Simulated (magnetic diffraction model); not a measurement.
## TmW below its ordering temperature

Space group Fm-3m (no. 225), a = 5.5660 Å.

| site | atom | x | y | z |
| --- | --- | --- | --- | --- |
| 4b | W | 1/2 | 0 | 0 |
| 4a | Tm | 0 | 0 | 0 |

This is a made-up structure (elements placed in a structure type, unrelaxed), so the numbers test the method and describe no known phase.

Only Tm is taken to order (form factors of Tm3+); orders and moment sizes are assumed, and not adapted to the symmetry. Radiation: neutrons of λ = 2.567 Å, 3° to 100°; isotropic B of 0.12 Å² (W) and 0.14 Å² (Tm). Simulated constant-wavelength pattern: nuclear and magnetic terms add, the magnetic one as |2.695 fm × Σ f S⊥ exp(2πi Q·r) exp(−B s²)|², summed over all Q at one angle with the factor 1/(sin²θ cos θ). For a modulated order the moment at position r is S exp(−2πi k·r) + c.c., with S = m/2 for a sine wave of amplitude m and S = m(u + iv)/2 for moments turning in a plane, u and v being orthogonal unit vectors in it; the phase factor of the sum at Q = H + k is then exp(2πi H·r). Free-ion form factors, Sears's scattering lengths of 1992, no absorption; a label names one of the reflections at its angle. The strongest nuclear line in the range is 100, and lines under 0.2 are left out.

Above the ordering temperature:

```csv
2θ (°),index,I
47.08,(1 1 1),5.1
54.93,(2 0 0),86.2
81.42,(2 2 0),100.0
99.78,(3 1 1),5.8
```

Below it (cell unchanged):

```
2θ (°)      I
 44.01   43.7
 47.08    5.1
 50.64   25.2
 54.93   86.2
 55.23   36.1
 76.70   10.7
 81.42  100.0
 81.67   17.2
 86.57    7.1
 92.66    2.9
 97.56   24.7
 99.78    5.8
```

**Question.** Check that the new lines index with k = (0 0 1/5), then choose among these models:
A. a sine wave with moments along [010] (amplitudes given), 5.6 μB on Tm
B. moments turning in the plane of [100] and [010], 5.6 μB on Tm
C. moments turning in the plane of [010] and [001], 5.6 μB on Tm
D. a sine wave with moments along [001] (amplitudes given), 5.6 μB on Tm

The new lines index as (1 1 4/5) at 44.01°, (1 1 6/5) at 50.64°, (2 0 1/5) at 55.23° and (2 0 9/5) at 76.70°, that is as H ± k with k = (0 0 1/5), one of 3 inequivalent arms of its star (k and −k counted as one), which a powder can't tell apart. Satellites come in pairs about each point of the reciprocal lattice.

Magnetic intensity, observed (below minus above) and for each model:

| 2θ (°) | index | observed | A | B | C | D |
| --- | --- | --- | --- | --- | --- | --- |
| 5.29 | (0 0 1/5) | <0.2 | 1026.5 | 2053.1 | 1026.5 | <0.2 |
| 44.01 | (1 1 4/5) | 43.7 | 35.8 | 71.6 | 79.5 | 43.7 |
| 49.05 | (0 0 9/5) | <0.2 | 11.6 | 23.1 | 11.6 | <0.2 |
| 50.64 | (1 1 6/5) | 25.2 | 30.8 | 61.5 | 56.0 | 25.2 |
| 55.23 | (2 0 1/5) | 36.1 | 18.4 | 36.8 | 54.5 | 36.1 |
| 76.70 | (2 0 9/5) | 10.7 | 14.0 | 28.0 | 24.7 | 10.7 |
| 92.66 | (1 1 14/5) | 2.9 | 12.7 | 25.4 | 15.6 | 2.9 |
| 97.56 | (3 1 4/5) | 24.7 | 13.9 | 27.9 | 38.6 | 24.7 |

Model D matches.

The absence at (0 0 1/5) is telling: Q lies along the moments there, so the part normal to Q vanishes.

The structure used: k = (0 0 1/5), a sine wave with moments along [001] (amplitudes given), 5.6 μB on Tm.

[Logs are printed without paths, hosts, clocks, repeated set-up lines and the standing remarks that a program may print on its own settings, such as how far it seeks lower states.]
